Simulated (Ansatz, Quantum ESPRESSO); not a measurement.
**Nb (001), bcc: a film clamped to its substrate**

A thin film takes the in-plane lattice of its substrate and is free along the normal. How do the free axis and the stress follow the misfit? The strained cell has c along the film normal; unstrained it is a = 3.2696 Å, b = 3.2696 Å, c = 3.2696 Å, α = 90.00°, β = 90.00°, γ = 90.00°, with 2 atoms.

Calculated with Quantum ESPRESSO 7.5, PBEsol, GBRV 1.5 ultrasoft potentials, cutoff 680 eV, Fermi–Dirac smearing 0.05 eV, k-mesh 13×13×13, no spin polarisation, no spin-orbit coupling.

Relaxed positions at −3 %:

```csv
atom,x,y,z
Nb,0.0000,0.0000,0.0000
Nb,0.5000,0.5000,0.5000
```

```
ε∥ (%)   a (Å)   c (Å)  ε⊥ (%)  σ (GPa, tension positive)
    −3  3.1715  3.3714   3.114                      −9.01
    −2  3.2042  3.3374   2.072                      −5.68
     1  3.3023  3.2340  −1.089                       2.49
     2  3.3350  3.1963  −2.243                       4.51
     3  3.3677  3.1574  −3.432                       6.14
```

**Question.** Fit both responses and give the free strain and the stress at −1 %, a row left out above.

Least squares with y = y0 + y1 ε + y2 ε² (ε in %) gives ε⊥ = 0.000 + (−1.0866) ε + (−0.0182) ε² and σ = 0.12 + (2.532) ε + (−0.173) ε² GPa. The linear terms put the ratio of free to applied strain at −1.087 and the biaxial modulus at 253 GPa.

At −1 % the free strain comes out as 1.068 %. The run itself gives 1.040 %, so the estimate misses by 0.028 %; the fitted rows themselves lie up to 0.028 % off the law.

The stress comes out as −2.59 GPa. The run itself gives −2.68 GPa, so the estimate misses by 0.09 GPa, more than the largest misfit of the fitted rows (0.04 GPa).

For a cubic crystal strained in (001), ε⊥/ε∥ = −R with R = 2C12/C11, the modulus is C11 + C12 − 2C12²/C11 = C11(1 + R/2 − R²/2), so C11 = 266 GPa and C12 = 144 GPa.

The negative ε² term means that the crystal stiffens in compression and softens in tension.

The same fit over all rows at other levels or in other programs gives the strain ratio = −1.093 with PBEsol (Ansatz).

[Logs are printed without paths, hosts, clocks, repeated set-up lines and the standing remarks that a program may print on its own settings, such as how far it seeks lower states.]
